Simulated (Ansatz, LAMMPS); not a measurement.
# Glassy 85GeO2-15Li2O (mol %) (78 atoms) in motion

Aim: follow glassy 85GeO2-15Li2O (mol %) (78 atoms) for a short time with forces from DFT, then look at structure and electrons in the last frame.

Method: Kohn-Sham DFT, revPBE, PAW (set soft_2), plane waves, in Ansatz 0.2.0.

## (1) Set-up

The cell holds 78 atoms: 22 Ge, 8 Li and 48 O. Its edges and angles: a = 10.336 Å, b = 10.336 Å, c = 10.336 Å, α = 90.0°, β = 90.0°, γ = 90.0°. 78 atoms (22 Ge, 8 Li, 48 O) placed at random at 3.6 g/cm³, melted at 4000 K for 10 ps at fixed volume with the Morse and Coulomb pair potential with partial charges (Pedone, Malavasi, Menziani, Cormack and Segre, J. Phys. Chem. B 110, 11780 (2006)). Quenched from 4000 K to 300 K at 100 K/ps and fixed volume, held 10 ps at zero pressure.

Before any run, some limits are plain. The quench rate of 100 K/ps far exceeds what a furnace or splat quench reaches, so expect more defects and frozen-in strain than in a real sample. The network of bonds at the start is that of the classical potential that made the cell. The Brillouin zone is sampled at Γ only, in a cell whose shortest periodic width is 10 Å.

## (2) Dynamics started at 300 K

Without a thermostat the total energy must stay constant, which tests forces and time step. The time step is 1.0 fs.

input.yaml reads:

```yaml
crystal:
  lattice:
    - [10.33575, 0.0, 0.0]
    - [0.0, 10.33575, 0.0]
    - [0.0, 0.0, 10.33575]
  atoms:
    - { symbol: Ge, position: [0.70022, 0.31351, 0.93634] }
    - { symbol: Ge, position: [0.90353, 0.42634, 0.36374] }
    - { symbol: Ge, position: [0.94295, 0.6693, 0.15823] }
    - { symbol: Ge, position: [0.3554, 0.99261, 0.88662] }
    [... 68 atom lines left out ...]
    - { symbol: O, position: [0.79578, 0.37038, 0.79048] }
    - { symbol: O, position: [0.82732, 0.62381, 0.04886] }
    - { symbol: O, position: [0.1807, 0.69801, 0.3453] }
    - { symbol: O, position: [0.82955, 0.6959, 0.69662] }
    - { symbol: O, position: [0.37053, 0.91824, 0.46982] }
    - { symbol: O, position: [0.35638, 0.22094, 0.56832] }
kpoints:
  mp_grid: { grid: [1, 1, 1] }
hamiltonian:
  xc: revpbe
scf:
  occupations: { method: gaussian, width: 0.05 }
output:
  forces: true
md:
  timestep: 1.0
  n_steps: 214
  ensemble: nve
  temperature: 300
  initial_velocities: maxwell_boltzmann
  seed: 6178
```

The run is started by

```console
$ ansatz run input.yaml --threads 4 --pin off --max-ram 8192MiB --backend cpu --events-out ev --progress --plain --runs-dir out
```

Run time: 26 min. Hardware: 4 threads of Arm Neoverse V1, shared host; peak memory 1.6 GiB; 1.7 h of CPU time.

The program notes that it switched symmetry off.

Rows from the run:

```csv
time (fs),T (K),potential (meV/atom),conserved (meV/atom)
0.0,300,0.0,0.00
14.0,789,-62.5,-0.10
29.0,686,-49.4,-0.06
43.0,512,-27.0,-0.05
57.0,678,-48.3,-0.06
71.0,686,-49.3,-0.06
86.0,649,-44.6,-0.07
100.0,621,-41.1,-0.06
114.0,741,-56.3,-0.07
128.0,603,-38.7,-0.06
143.0,643,-43.9,-0.07
157.0,817,-66.0,-0.09
171.0,593,-37.4,-0.01
185.0,629,-42.0,-0.04
200.0,653,-45.1,-0.04
214.0,660,-46.1,-0.07
```

Mean square displacement from the first frame to the last: Ge 0.091 Å², Li 0.39 Å², O 0.26 Å².

Table of mean square displacement by time lag:

```csv
time lag (fs),Ge (Å²),Li (Å²),O (Å²)
1.0,2.3e-5,1.8e-4,1.1e-4
5.0,5.7e-4,0.00437,0.00261
9.0,0.00183,0.0138,0.00816
14.0,0.00425,0.0318,0.0183
18.0,0.00671,0.0499,0.0279
23.0,0.0102,0.0751,0.0403
27.0,0.0131,0.0958,0.0496
31.0,0.0161,0.116,0.0580
36.0,0.0196,0.139,0.0667
40.0,0.0222,0.155,0.0725
45.0,0.0251,0.172,0.0785
49.0,0.0271,0.182,0.0824
54.0,0.0293,0.193,0.0866
58.0,0.0308,0.199,0.0895
62.0,0.0321,0.204,0.0921
67.0,0.0337,0.208,0.0951
71.0,0.0350,0.209,0.0975
76.0,0.0367,0.209,0.101
80.0,0.0383,0.208,0.104
84.0,0.0401,0.206,0.108
89.0,0.0426,0.203,0.113
93.0,0.0448,0.201,0.118
98.0,0.0478,0.198,0.124
102.0,0.0502,0.197,0.130
107.0,0.0534,0.196,0.135
```

Over the second half of 214 fs the temperature averages 672 K with swings of 69 K r.m.s. The conserved energy stays within 0.13 meV/atom. From first frame to last Li has the largest mean square displacement, 0.39 Å² at the end; the farthest move is 1.13 Å. The mean temperature of 672 K lies well off the 300 K of the input: without a thermostat, the energy that the start releases heats the cell. The count of bonds goes from 119 in the first frame to 121 in the last, by one set of cutoffs: 2 pairs passed out of them and 4 came within. The run spans 0.21 ps, too short for its means to be equilibrium values.

## (3) Local order late in the run

The g(r) is a mean over the second half; what follows it is taken at the last frame.

Density 3.64 g/cm³, 14.16 Å³ an atom.

Mean of 13 frames. g(r), total and by pair (bins of 0.2 Å):

```csv
r (Å),total,O-O,O-Ge,O-Li,Ge-Ge,Ge-Li,Li-Li
1.60,0.33,0.00,0.89,0.16,0.00,0.00,0.00
1.80,3.65,0.00,9.62,2.45,0.00,0.00,0.00
2.00,0.74,0.00,0.94,3.27,0.00,0.00,0.00
2.20,0.26,0.01,0.08,1.81,0.00,0.00,0.00
2.40,0.12,0.11,0.00,0.61,0.00,0.00,0.56
2.60,0.51,1.12,0.00,0.39,0.00,0.25,1.56
2.80,1.27,2.78,0.15,0.50,0.00,1.22,2.70
3.00,1.39,2.68,0.17,0.62,0.60,2.69,2.95
3.20,1.11,1.38,0.32,0.67,2.90,2.59,1.47
3.40,1.02,0.84,0.65,0.86,2.75,2.67,0.46
3.60,0.87,0.65,1.02,1.10,0.83,1.12,0.09
3.80,0.85,0.60,1.18,1.15,0.19,0.80,0.36
4.00,0.94,0.65,1.31,1.35,0.38,0.62,0.34
4.20,1.00,0.54,1.58,1.32,0.69,0.49,0.36
4.40,1.21,0.69,1.84,1.36,1.10,0.84,0.38
4.60,1.10,0.77,1.50,1.25,0.99,0.72,0.99
4.80,1.04,1.00,1.05,1.14,1.33,0.84,0.78
5.00,0.88,1.15,0.57,0.83,1.10,0.78,0.64
```

Bonds by pair of elements; cutoffs follow the first minimum of g(r), held within bounds set by covalent radii, and pairs that aren't listed don't count as bonded:

```csv
pair A-B,cutoff (Å),bonds,mean length (Å),spread (Å),shortest (Å),B about A,A about B
O-Ge,2.27,90,1.81,0.08,1.65,1.88,4.09
O-Li,2.58,31,2.09,0.23,1.72,0.646,3.88
```

How many atoms have how many bonded neighbours:

```csv
element,mean,2,3,4,5
Ge,4.09,0,0,20,2
Li,3.88,0,3,3,2
O,2.52,27,17,4,0
```

Bond angles, per cent of each kind in bins of 5°:

```csv
angle (°),O-Ge-O,Ge-O-Li,O-Li-O,Ge-O-Ge
65–70,0.0,0.0,4.3,0.0
70–75,0.0,2.0,4.3,0.0
75–80,1.4,0.0,2.1,0.0
80–85,1.4,3.9,12.8,0.0
85–90,3.6,2.0,2.1,0.0
90–95,7.1,9.8,12.8,0.0
95–100,11.4,5.9,8.5,0.0
100–105,17.1,15.7,10.6,0.0
105–110,16.4,17.6,8.5,2.4
110–115,14.3,5.9,4.3,4.8
115–120,12.1,3.9,2.1,7.1
120–125,6.4,15.7,8.5,7.1
125–130,2.1,7.8,2.1,11.9
130–135,0.7,0.0,2.1,26.2
135–140,2.9,3.9,0.0,19.0
140–145,1.4,2.0,0.0,9.5
145–150,0.0,0.0,2.1,2.4
150–155,0.0,2.0,0.0,7.1
155–160,0.7,0.0,6.4,0.0
160–165,0.0,2.0,6.4,2.4
165–170,0.0,0.0,0.0,0.0
170–175,0.7,0.0,0.0,0.0
```

Bond angles (no mean is given where the spread exceeds 20°):

```csv
angle,count,mean (°),spread (°)
O-Ge-O,140,109,14
Ge-O-Li,51,111,17.6
O-Li-O,47,-,-
Ge-O-Ge,42,133,11.5
Li-O-Li,9,93.7,19.5
```

Oxygen atoms by the number of network formers (Si, P, Ge, B, Al, As, Ga) bound to them:

```csv
network formers bound to O,O atoms,per cent
0,0,0
1,6,12.5
2,42,87.5
```

Network units: each former by its oxygen neighbours and how many of them bridge to another former:

```csv
former,O neighbours,bridging O,atoms
Ge,4,2,1
Ge,4,3,4
Ge,4,4,15
Ge,5,5,2
```

Bond length by coordination (bonds to H left out):

```csv
element,coordination,atoms,mean bond length (Å)
Ge,4,20,1.80
Ge,5,2,1.91
Li,3,3,1.90
Li,4,3,2.14
Li,5,2,2.19
O,2,27,1.80
O,3,17,1.91
O,4,4,2.06
```

Rings of the network by King's shortest-path rule, up to 12 atoms, one path for each pair of neighbours; H, halogens, alkali and alkaline-earth atoms are left out, and the last column divides by all other atoms, bonded or not:

```csv
ring size (atoms),rings,per network atom
8,4,0.057
10,6,0.086
12,8,0.114
```

For some of the pairs, g(r) has its first main peak near 2.9 Å (O-O), 1.8 Å (O-Ge) and 1.9 Å (O-Li). By these cutoffs 91 % of Ge atoms have 4, 38 % of Li atoms have 3 and as many 4 and 56 % of O atoms have 2 bonded neighbours. The O-Ge-O angle averages 109° with a spread of 14°. 88 % of the oxygens bridge two formers (Ge) and 12 % are non-bridging. The commonest Ge unit has 4 oxygens, 4 of them shared with other formers (15 of 22 atoms). Rings of 12 atoms are the most common (44 % of those counted); sizes run from 8 to 12, where the search stops.

## (4) Single point at the last frame

The last frame is solved again with fuller output, to read the electronic structure of a thermally displaced geometry.

input.yaml reads:

```yaml
crystal:
  lattice:
    - [10.33575, 0.0, 0.0]
    - [0.0, 10.33575, 0.0]
    - [0.0, 0.0, 10.33575]
  atoms:
    - { symbol: Ge, position: [0.67903, 0.29876, 0.91342] }
    - { symbol: Ge, position: [0.91341, 0.42357, 0.36133] }
    - { symbol: Ge, position: [0.93595, 0.69021, 0.1584] }
    - { symbol: Ge, position: [0.35582, 0.00739, 0.87156] }
    [... 68 atom lines left out ...]
    - { symbol: O, position: [0.78008, 0.34345, 0.76929] }
    - { symbol: O, position: [0.83681, 0.59362, 0.05979] }
    - { symbol: O, position: [0.16944, 0.75833, 0.41671] }
    - { symbol: O, position: [0.82578, 0.65478, 0.69467] }
    - { symbol: O, position: [0.3742, 0.93289, 0.50503] }
    - { symbol: O, position: [0.32779, 0.23575, 0.52205] }
kpoints:
  mp_grid: { grid: [1, 1, 1] }
hamiltonian:
  xc: revpbe
scf:
  occupations: { method: gaussian, width: 0.05 }
output:
  forces: true
  stress: true
  populations: true
  dos:
    method: { smearing: { sigma: 0.15 } }
    de: 0.1
    projected: { site_lists: { Ge: [Ge], Li: [Li], O: [O] } }
  eigenvalues: true
  write_density: true
  write_potential: true
  volumetric_format: npy
```

Run time: 23 s. Hardware: 4 threads; peak memory 1.5 GiB.

Read from the output:

* free energy: -123519.8181 eV
* free energy per atom: -1583.5874 eV/atom
* SCF cycles: 11
* pressure: -0.5554 GPa
* r.m.s. force component: 1.048 eV/Å
* longest force: 5.068 eV/Å
* Fermi energy: 5.073 eV
* gap (highest filled to lowest empty level): 0.726 eV
* spilling of the projection: 0.005375

Neighbours are counted within 2.27 Å (O-Ge), 2.58 Å (O-Li), the cutoffs taken from the dynamics.

Length of the force by element and coordination:

```csv
element,coordination,atoms,mean length of the force (eV/Å),spread,least,most
Ge,all,22,2.34,0.983,1.08,5.07
Ge,4,20,2.37,1.01,1.08,5.07
Ge,5,2,1.99,0.466,1.53,2.46
Li,all,8,0.628,0.140,0.462,0.906
Li,3,3,0.710,0.172,0.488,0.906
Li,4,3,0.598,0.0756,0.493,0.670
Li,5,2,0.551,0.0894,0.462,0.640
O,all,48,1.40,0.625,0.379,3.69
O,2,27,1.33,0.501,0.379,2.71
O,3,17,1.39,0.756,0.448,3.69
O,4,4,1.87,0.559,1.15,2.43
```

Löwdin charges by element and coordination (they lack the spilled electrons, 0.043 e an atom on average):

```csv
element,coordination,atoms,mean charge (e),spread,least,most
Ge,all,22,1.52,0.0489,1.38,1.61
Ge,4,20,1.53,0.0508,1.38,1.61
Ge,5,2,1.50,0.005,1.50,1.51
Li,all,8,0.801,0.0085,0.787,0.816
Li,3,3,0.801,0.0023,0.798,0.803
Li,4,3,0.809,0.0058,0.801,0.816
Li,5,2,0.790,0.003,0.787,0.793
O,all,48,-0.762,0.0718,-1.02,-0.664
O,2,27,-0.737,0.0577,-0.931,-0.664
O,3,17,-0.785,0.0608,-0.939,-0.708
O,4,4,-0.836,0.109,-1.02,-0.743
```

States in the cell by windows of 1 eV, zero at the Fermi level; the larger projections on atomic orbitals stand beside the total:

```csv
from (eV),to (eV),total,O p,Ge p,Ge s
-14,-12,0.0,0.0,0.0,0.0
-12,-11,2.0,1.1,0.1,0.8
-11,-10,7.9,4.3,0.3,2.7
-10,-9,12.2,6.9,0.7,3.7
-9,-8,11.1,6.5,1.0,2.7
-8,-7,11.8,7.6,1.8,1.6
-7,-6,25.4,18.5,5.4,0.7
-6,-5,27.2,20.5,4.6,0.6
-5,-4,41.8,35.2,3.9,0.4
-4,-3,55.9,51.2,2.4,0.3
-3,-2,58.1,55.1,1.3,0.2
-2,-1,26.5,25.3,0.5,0.1
-1,0,8.1,7.7,0.1,0.0
0,1,2.0,0.5,0.1,0.7
1,2,5.8,2.0,0.6,2.3
2,3,11.1,3.6,1.6,4.3
3,4,14.1,4.5,2.7,5.0
4,5,11.3,3.0,3.8,2.8
```

Between -26 and -14 eV lie 292 more states.

The stored curve holds about 580 of the 620 electrons; the rest, give or take the few that broadening carries across the Fermi level, lie in deeper levels below its range.

The levels nearest the highest filled one (over half full), pooled over k-points and spins:

```csv
level less the highest filled one (eV),occupation
-0.983,2
-0.788,2
-0.534,2
-0.351,2
-0.308,2
0,2
0.726,0
1.99,0
2.14,0
2.22,0
2.47,0
2.70,0
```

Mean Löwdin charges: Ge +1.52, Li +0.80, O -0.76 e (they miss 0.54 % of the electrons, so they add up to more than the cell's charge). The largest share in the top eV of filled states is O p (97 % of the projected weight), and in the lowest eV of empty states Ge s (38 % of the projected weight).

## (5) Outcome

```json
{"mean temperature, second half": "672 K", "temperature swing, second half": "69.26 K", "slope of the conserved energy against time, by least squares": "-0.0269 meV/atom/ps", "free energy per atom": "-1583.5874 eV/atom", "pressure": "-0.5554 GPa", "r.m.s. force component": "1.048 eV/Å", "gap (highest filled to lowest empty level)": "0.726 eV", "wall time of the 2 DFT runs": "27 min"}
```

In words: Over the second half of 214 fs the temperature averages 672 K with swings of 69 K r.m.s. The conserved energy stays within 0.13 meV/atom. The mean temperature of 672 K lies well off the 300 K of the input: without a thermostat, the energy that the start releases heats the cell. The count of bonds goes from 119 in the first frame to 121 in the last, by one set of cutoffs: 2 pairs passed out of them and 4 came within. The run spans 0.21 ps, too short for its means to be equilibrium values. Counting bonds as in the table, 91 % of Ge atoms have 4, 38 % of Li atoms have 3 and as many 4 and 56 % of O atoms have 2 bonded neighbours. 88 % of the oxygens bridge two formers (Ge) and 12 % are non-bridging.

The highest filled and lowest empty levels differ by 0.726 eV (at Γ alone); a semilocal functional tends to put such gaps too low. In a disordered cell it changes from sample to sample, and tail or defect levels can set it.

What to keep in mind: The network of bonds at the start is that of the classical potential that made the cell; in DFT 2 of its 119 bonded pairs passed out of the cutoffs and 4 came within them. The pressure of a single frame lacks the kinetic term, about 0.66 GPa here.

[Logs are printed without paths, hosts, clocks, repeated set-up lines and the standing remarks that a program may print on its own settings, such as how far it seeks lower states.]

[Hosts, paths, dates, database ids (printed as entryN), source tags and the programs' standing remarks are cut or masked in the printed files.]
